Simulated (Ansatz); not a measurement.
Planning a run of Ansatz 0.2.0 on SnO2 (Cassiterite). The input:

```yaml
crystal:
  lattice:
    - [4.738, 0.0, 0.0]
    - [0.0, 4.738, 0.0]
    - [0.0, 0.0, 3.1865]
  atoms:
    - { symbol: Sn, position: [0.0, 0.0, 0.0] }
    - { symbol: Sn, position: [0.5, 0.5, 0.5] }
    - { symbol: O, position: [0.3071, 0.3071, 0.0] }
    - { symbol: O, position: [0.1929, 0.8071, 0.5] }
    - { symbol: O, position: [0.6929, 0.6929, 0.0] }
    - { symbol: O, position: [0.8071, 0.1929, 0.5] }
kpoints:
  mp_grid: { grid: [4, 4, 6] }
hamiltonian:
  xc: pbe
  pseudopotentials: { kind: paw, source: ansatz }
scf:
  occupations: { method: fixed }
gw:
  n_empty_bands: 459
  ecut_chi: 200
  qp_bands: [v2, c2]
  qp_kpoints: band_edges
  screening: { model: contour_deformation }
```

```sh
ansatz run input.yaml --threads 3 --pin off --max-ram 64512MiB --backend cuda --events-out ev --progress --plain --runs-dir out --devices 1 --max-vram 24GiB  # rebuilt from the run's record
```

Question: Estimate wall time and host memory on 1 × NVIDIA H100 80GB HBM3 (shared by 3 runs) with 3 threads of AMD EPYC 7R13 (Zen 3), shared host.

It took 1.7 min; on shared hardware allow 52 s to 3.4 min. Peak host memory was 3.0 GiB. The sizes that set the cost: 4587 plane waves a state, 24 irreducible k points, 493 bands summed, 471 plane waves in the screening and 8 SCF cycles.

The screening grows as filled bands × empty bands × pairs of k points, times the square of the screening basis for the matrix.

[Paths, hosts, dates, memory and timing lines, banners, echoed tables and standing remarks are left out of the program output.]

[Logs are printed without paths, hosts, clocks, repeated set-up lines and the standing remarks that a program may print on its own settings, such as how far it seeks lower states.]

[Runs of the session that timed out or met a known fault of the program may be left out.]

[Cells called generated may have been cut or substituted from an entry of the Crystallography Open Database or the Materials Project.]

[Hosts, paths, dates, database ids (printed as entryN), source tags and the programs' standing remarks are cut or masked in the printed files.]
